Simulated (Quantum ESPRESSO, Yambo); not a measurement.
Planning a run of Quantum ESPRESSO 7.5 on MoS2 (P6_3/mmc). The input:

```
&control
  calculation = 'nscf'
  prefix = 'x'
  outdir = 'o'
  pseudo_dir = 'pseudo'
/
&system
  ibrav = 0
  nat = 6
  ntyp = 2
  ecutwfc = 72.0
  nbnd = 65
  force_symmorphic = .true.
/
&electrons
  conv_thr = 1e-9
  electron_maxstep = 80
  diago_full_acc = .true.
  diago_thr_init = 5e-6
/
ATOMIC_SPECIES
  Mo 95.95 Mo.upf
  S 32.06 S.upf
CELL_PARAMETERS angstrom
  3.1690000000 -0.0000000000 0.0000000000
  -1.5845000000 2.7444345046 0.0000000000
  0.0000000000 0.0000000000 12.3240000000
ATOMIC_POSITIONS crystal
  Mo 0.3333333333 0.6666666667 0.2500000000
  Mo 0.6666666667 0.3333333333 0.7500000000
  S 0.3333333333 0.6666666667 0.6230000000
  S 0.6666666667 0.3333333333 0.1230000000
  S 0.3333333333 0.6666666667 0.8770000000
  S 0.6666666667 0.3333333333 0.3770000000
K_POINTS automatic
  9 9 2 0 0 0
```

The database entry behind the starting cell differs from later determinations by our own check (about 0.3 % long), so it need not match the best structure at ambient conditions.

```sh
OMP_NUM_THREADS=1 mpirun -n 4 pw.x -nk 4 -in pw.in > pw.out
```

Question: Estimate wall time and host memory on 4 MPI ranks of Arm Neoverse V1, shared host.

It took 29 s; on shared hardware allow 15 s to 59 s. Peak host memory was 0.44 GiB.

[Paths, hosts, dates, memory and timing lines, banners, echoed tables and standing remarks are left out of the program output.]

[Logs are printed without paths, hosts, clocks, repeated set-up lines and the standing remarks that a program may print on its own settings, such as how far it seeks lower states.]

[Runs of the session that timed out or met a known fault of the program may be left out.]

[Hosts, paths, dates, database ids (printed as entryN), source tags and the programs' standing remarks are cut or masked in the printed files.]
